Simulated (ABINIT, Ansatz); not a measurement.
# KCl (Sylvite): G0W0 with ABINIT, start to end, part 3 of 3

Aim: the G0W0 gap of KCl (Sylvite) on PBE, step by step.

ABINIT 10.8.3; PBE and many-body steps on it, plane waves. Known limits of the many-body steps: not at the basis limit.

So far. Step 4 (Empty states on the mesh, 4×4×4 mesh, 201 bands): On this mesh the gap is 5.190 eV. Step 5 (Screening, 4×4×4 mesh, 193 bands, screening to 217.7 eV): Local fields lower ε∞ by 16 %.

**6. Self-energy, 4×4×4 mesh, 193 bands, screening to 217.7 eV**

The self-energy is evaluated for the states that the input lists, and the levels follow from it, in one-shot runs by the linearised quasiparticle equation.

This step: G0W0 on PBE, plane waves, norm-conserving pseudopotentials.

run.abi

```
acell 3*1.0 Angstrom
rprim 
  -0.000000000000 3.146470000000 3.146470000000
  3.146470000000 0.000000000000 3.146470000000
  3.146470000000 3.146470000000 -0.000000000000
ntypat 2
znucl 19 17
natom 2
typat 1 2
xred 
  0.000000000000 0.000000000000 0.000000000000
  0.500000000000 0.500000000000 0.500000000000
pp_dirpath "pseudos"
pseudos "K.upf, Cl.upf"
ecut 33
ngkpt 4 4 4
nshiftk 1
shiftk 0 0 0
kptopt 1
chksymbreak 0
istwfk *1
occopt 1
irdwfk 1
optdriver 4
nband 193
gwcalctyp 0
ecutsigx 33
symsigma 1
nkptgw 1
kptgw 
  0.0000000000 0.0000000000 0.0000000000
bdgw 
  6 12
ecuteps 8
irdscr 1
ppmodel 1
indata_prefix "in"
outdata_prefix "out"
tmpdata_prefix "tmp"
```

On the command line:

```
$ OMP_NUM_THREADS=1 mpirun -n 4 abinit run.abi > log
```

Numbers of over 12 decimals in the logs are rounded to 6 here.

Output:

```text
.Version 10.8.3 of ABINIT. v10.8.2 released Aug 2026.

 Symmetries : space group Fm -3 m (#225); Bravais cF (face-center cubic)
[... echo of the input left out ...]
== DATASET  1 ==================================================================
-   mpi_nproc: 4, omp_nthreads: 1 (-1 if OMP is not activated)

--- !DatasetInfo
iteration_state: {dtset: 1, }
dimensions: {natom: 2, nkpt: 8, mband: 193, nsppol: 1, nspinor: 1, nspden: 1, mpw: 3839, }
cutoff_energies: {ecut:  33.0, pawecutdg:  -1.0, }
electrons: {nelect:   1.60000000E+01, charge:   0.00000000E+00, occopt:   1.00000000E+00, tsmear:   1.00000000E-02, }

 SIGMA: Calculation of the GW corrections

 Based on a program developped by R.W. Godby, V. Olevano, G. Onida, and L. Reining.
 Incorporated in ABINIT by V. Olevano, G.-M. Rignanese, and M. Torrent.
.Using double precision arithmetic ; gwpc =  8

[... cell and pseudopotentials left out ...]
--------------------------------------------------------------------------------

 ==== K-mesh for the wavefunctions ====
 Number of points in the irreducible wedge :     8
[... list of points left out ...]
 Together with 48 symmetry operations and time-reversal symmetry
 yields    64 points in the full Brillouin Zone.

 ==== Q-mesh for screening function ====
 Number of points in the irreducible wedge :     8
[... list of points left out ...]
 Together with 48 symmetry operations and time-reversal symmetry
 yields    64 points in the full Brillouin Zone.

 vcoul_init : cutoff-mode = AUXILIARY_FUNCTION
 q-points for optical limit:   1
     1)      0.000010    0.000020    0.000030
 setmesh: FFT mesh size selected  =    45x   45x   45
          total number of points  =        91125

 Number of electrons calculated from density =   16.0000; Expected =   16.0000
 average of density, n =  0.038056
 r_s =    1.8443
 omega_plasma =   18.8177 [eV]

 === KS Band Gaps ===
  >>>> For spin  1
   Minimum direct gap =   5.1895 [eV], located at k-point      :   0.0000  0.0000  0.0000
   Fundamental gap    =   5.1895 [eV], Top of valence bands at :   0.0000  0.0000  0.0000
                                       Bottom of conduction at :   0.0000  0.0000  0.0000
 SIGMA fundamental parameters:
 PLASMON POLE MODEL  1
 number of plane-waves for SigmaX                 3839
 number of plane-waves for SigmaC and W            459
 number of plane-waves for wavefunctions          3839
 number of bands                                   193
 number of independent spin polarizations            1
 number of spinorial components                      1
 number of k-points in IBZ                           8
 number of q-points in IBZ                           8
 number of symmetry operations                      48
 number of k-points in BZ                           64
 number of q-points in BZ                           64
 number of frequencies for dSigma/dE                 9
 frequency step for dSigma/dE [eV]                0.25
 number of omega for Sigma on real axis              0
 max omega for Sigma on real axis  [eV]           0.00
 zcut for avoiding poles [eV]                     0.10

 EPSILON^-1 parameters (SCR file):
 dimension of the eps^-1 matrix on file            459
 dimension of the eps^-1 matrix used               459
 number of plane-waves for wavefunctions          3839
 number of bands                                   193
 number of q-points in IBZ                           8
 number of frequencies                               2
 number of real frequencies                          1
 number of imag frequencies                          1

 matrix elements of self-energy operator (all in [eV])

 Perturbative Calculation

--- !SelfEnergy_ee
iteration_state: {dtset: 1, }
kpoint     : [   0.000,    0.000,    0.000, ]
spin       : 1
KS_gap     :    5.190
QP_gap     :    8.109
Delta_QP_KS:    2.920
data: !SigmaeeData |
     Band     E0 <VxcDFT>   SigX SigC(E0)      Z dSigC/dE  Sig(E)    E-E0       E
        6  -0.231 -14.148 -18.664   1.757   0.807  -0.239 -16.375  -2.228  -2.459
        7  -0.231 -14.148 -18.664   1.757   0.807  -0.239 -16.375  -2.228  -2.459
        8  -0.231 -14.148 -18.664   1.757   0.807  -0.239 -16.375  -2.228  -2.459
        9   4.958  -6.955  -3.245  -2.917   0.873  -0.146  -6.263   0.692   5.650
       10   8.135  -8.956  -4.051  -3.030   0.867  -0.153  -7.330   1.627   9.762
       11   8.135  -8.956  -4.051  -3.030   0.867  -0.153  -7.330   1.627   9.762
       12   8.135  -8.956  -4.051  -3.030   0.867  -0.153  -7.330   1.627   9.762

== END DATASET(S) ==============================================================
================================================================================

 -outvars: echo values of variables after computation  --------
           etotal      0.0000000000E+00
            nband         193
             nkpt           8
          spgroup         225
 [... the other variables as echoed above ...]

 Calculation completed.
```

The job ended after 38 s (4 MPI ranks of Intel Xeon Platinum 8259CL at 2.50GHz (Skylake/Cascade Lake), shared host; peak memory 2 GiB).

This step gave:

| Property | Result |
| --- | --- |
| G0W0 gap on the points computed | 8.109 eV |
| starting gap on the mesh | 5.190 eV |
| k of the valence top | 0, 0, 0 |
| k of the conduction bottom | 0, 0, 0 |
| Z at the valence top | 0.807 |
| Z at the conduction bottom | 0.873 |
| least direct G0W0 gap on the computed points | 8.109 eV |

The gap on the mesh goes from 5.19 eV to 8.11 eV, a correction of +2.92 eV.

Limits: finite bands, cutoff and mesh. v1 is the top filled band, c1 the lowest empty one. The levels before and after the correction (eV, zero at the valence-band top of each column):

```csv
,conduction bottom,valence top
Kohn-Sham,5.19,0.00
G0W0,8.11,0.00
```

```csv
,level,energy (eV)
Kohn-Sham,Γ v3-v1,0.000
Kohn-Sham,Γ c1,5.190
Kohn-Sham,Γ c2-c4,8.367
G0W0,Γ v3-v1,0.000
G0W0,Γ c1,8.109
G0W0,Γ c2-c4,12.221
```

**7. Where the time went**

Times are wall times on 4 MPI ranks of Intel Xeon Platinum 8259CL at 2.50GHz (Skylake/Cascade Lake), shared host, good to a factor of about two.

```csv
step,time,share,memory (GiB)
ground state,19 s,6 %,0.36
bands along the symmetry lines,30 s,9 %,0.33
empty states on the mesh,1.8 min,33 %,3.4
screening,2.2 min,40 %,1.8
self-energy,38 s,12 %,2.0
```

**8. What came out**

```
PBE gap              : 5.19 eV, direct
G0W0 gap on the mesh : 8.11 eV
GW settings          : 4×4×4 mesh, 193 bands, screening to 217.7 eV, Godby-Needs plasmon pole
known limits         : not at the basis limit
```

G0W0 moves the gap on the mesh from 5.19 eV to 8.11 eV (+2.92 eV), with Z of 0.81 and 0.87 at the edges. Local fields lower the RPA ε∞ on this mesh from 2.59 to 2.18. Only 1 of the mesh's irreducible points was corrected, so a valley elsewhere could overtake. Bands and cutoff are finite, so the gap is not at the basis limit. The miss can reach some tenths of an eV and take either sign; the mesh is an error of its own. In the G0W0 run levels were corrected at 1 k point alone, so a gap called «on the mesh» is the least over those, and an edge elsewhere would be missed.

[Paths, hosts, dates, memory and timing lines, banners, echoed tables and standing remarks are left out of the program output.]

[Logs are printed without paths, hosts, clocks, repeated set-up lines and the standing remarks that a program may print on its own settings, such as how far it seeks lower states.]

[Runs of the session that timed out or met a known fault of the program may be left out.]

[Hosts, paths, dates, database ids (printed as entryN), source tags and the programs' standing remarks are cut or masked in the printed files.]

[G0W0 gaps are taken among the corrected bands and points alone; a level outside them can change the order at an edge.]

[Where Ansatz stands beside ABINIT at settings called matched, ABINIT's density can come from a denser mesh and the files from another edition; pairs whose starting gaps differed by over 0.03 eV were left out, so agreement reads better than it is.]
